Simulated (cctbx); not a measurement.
# Solving a structure by charge flipping

Cell a = 8.9710 Å, b = 8.9710 Å, c = 8.3850 Å, α = 90.00°, β = 90.00°, γ = 90.00°; space group P4_2/mnm (no. 136); content La12 Sc8.

The data are simulated with cctbx, not measured: Ag Kα, λ = 0.56087 Å, to d = 0.8 Å, 50 % of the full sphere, strongest reflection 40000 counts, noise from counting, a 4 % proportional error and a noise floor of 4 counts (s.d.); no absorption.

1 earlier start (other random phases, and plain and normalised amplitudes in turn) led nowhere (symmetry correlation 0.79).

Charge flipping in P1 on plain amplitudes to 0.9 Å, δ = 1 σ, 30 % of the reflections treated as weak, 400 cycles:

```text
cycle      R  skewness
    0  0.616     0.25
   33  0.376     5.08
   66  0.378     4.84
   99  0.409     4.20
  132  0.330     4.26
  165  0.342     4.25
  198  0.330     4.26
  231  0.333     4.28
  264  0.320     4.31
  297  0.327     4.17
  330  0.337     4.19
  363  0.332     4.35
  396  0.341     4.23
origin shift          correlation  skewness
 0.234  0.303  0.341      0.807      4.53
 0.238  0.306  0.126      0.793      1.17
 0.128  0.457  0.204      0.759      0.51
 0.085  0.924  0.489      0.760      1.00
taken: symmetry correlation 0.807, skewness 4.53
peak      x       y       z  mult  height/sigma
Q1    0.0000  0.5000  0.2500    4     14.5
Q2    0.1997  0.8003  0.5000    4     14.0
Q3    0.1478  0.8522  0.0000    4     13.0
Q4    0.1197  0.1197  0.2996    8      2.9
Q5    0.0665  0.8267  0.5000    8      2.1
Q6    0.0991  0.3549  0.5000    8      2.0
Q7    0.0514  0.2574  0.0000    8      1.9
Q8    0.1166  0.8834  0.3818    8      1.8
Q9    0.0166  0.2188  0.1941   16      1.8
```

The origin is taken among those within 0.04 of the best correlation, by the skewness of the map.

It took 0.57 s on 1 thread of Arm Neoverse V2, with other jobs on the host, peak memory 0.07 GiB.

**Question.** Which peaks are atoms, and which elements?

Heights go roughly as Z and multiplicities must add up to the content. First model: Q1 = La1 (4 in the cell, height 14.5), Q2 = La2 (4 in the cell, height 14.0), Q3 = La3 (4 in the cell, height 13.0) and Q4 = Sc1 (8 in the cell, height 2.9). Against the true structure, Q1 is La, Q2 is La, Q3 is La and Q4 is Sc; the other peaks are not atoms.

Least squares on F², isotropic:

```text
Rint 0.033, 401 unique reflections to 0.80 A
cycle     R1     wR2    GooF  max shift (A)
   1  0.1841  0.4928  22.096   0.07473
   2  0.0138  0.0412   1.848   0.00005
final R1 0.0138 wR2 0.0412 GooF 1.848  parameters 8  data/parameter 50.1
atom        x        y        z      Ueq    occ   su(xyz)  su(Uiso or U11)
La1    0.00000  0.50000  0.25000   0.0074  1.000  0.00000  0.0001
La2    0.20559  0.79441  0.50000   0.0074  1.000  0.00003  0.0001
La3    0.15008  0.84992  0.00000   0.0046  1.000  0.00003  0.0001
Sc1    0.11707  0.11707  0.29689   0.0101  1.000  0.00011  0.0002
difference map: max 1.22 min -2.29 rms 0.17
Q1    0.0384  0.4620  0.2496   16    1.24  0.48 A from La1
Q2    0.0000  0.5000  0.1161    8    0.78  1.12 A from La1
Q3    0.0768  0.0768  0.2788    8    0.77  0.53 A from Sc1
Q4    0.1518  0.1518  0.3161    8    0.74  0.47 A from Sc1
Q5    0.0000  0.0000  0.3156    4    0.68  1.49 A from Sc1
```

Anisotropic refinement:

```text
Rint 0.033, 401 unique reflections to 0.80 A
cycle     R1     wR2    GooF  max shift (A)
   1  0.0138  0.0412   1.867   0.00043
   2  0.0092  0.0215   0.972   0.00000
final R1 0.0092 wR2 0.0215 GooF 0.972  parameters 16  data/parameter 25.1
atom        x        y        z      Ueq    occ   su(xyz)  su(Uiso or U11)
La1    0.00000  0.50000  0.25000   0.0075  1.000  0.00000  0.0001
La2    0.20558  0.79442  0.50000   0.0073  1.000  0.00002  0.0001
La3    0.15011  0.84989  0.00000   0.0045  1.000  0.00001  0.0001
Sc1    0.11710  0.11710  0.29690   0.0101  1.000  0.00006  0.0001
difference map: max 0.73 min -0.54 rms 0.11
Q1    0.0000  0.0000  0.3108    4    0.73  1.49 A from Sc1
Q2    0.0000  0.0000  0.1915    4    0.46  1.73 A from Sc1
Q3    0.0914  0.6563  0.5000    8    0.37  1.61 A from La2
Q4    0.1554  0.8446  0.3250    8    0.36  1.60 A from La2
Q5    0.0032  0.1266  0.5000    8    0.35  1.99 A from Sc1
Q6    0.1616  0.3270  0.0799   16    0.33  1.40 A from La2
```

**Reading.** The refinement ends at R1 = 0.0092, wR2 = 0.0215, GooF = 0.97, with difference density between -0.54 and 0.73 e/Å³. Every site matches the true model in element, within 0.001 Å r.m.s., up to an allowed shift of origin.

True model:

```csv
atom,mult.,x,y,z,Ueq (Å²)
La1,4,0.2944,0.7056,0,0.0073
La2,4,0.1501,0.1501,0,0.0044
La3,4,0,1/2,3/4,0.0075
Sc1,8,0.3830,0.3830,0.7969,0.0100
```

The model is made up (kin elements in a known structure type, no relaxation), so it says nothing on whether the phase exists.

[Middle refinement cycles are left out of these outputs.]

[Logs are printed without paths, hosts, clocks, repeated set-up lines and the standing remarks that a program may print on its own settings, such as how far it seeks lower states.]
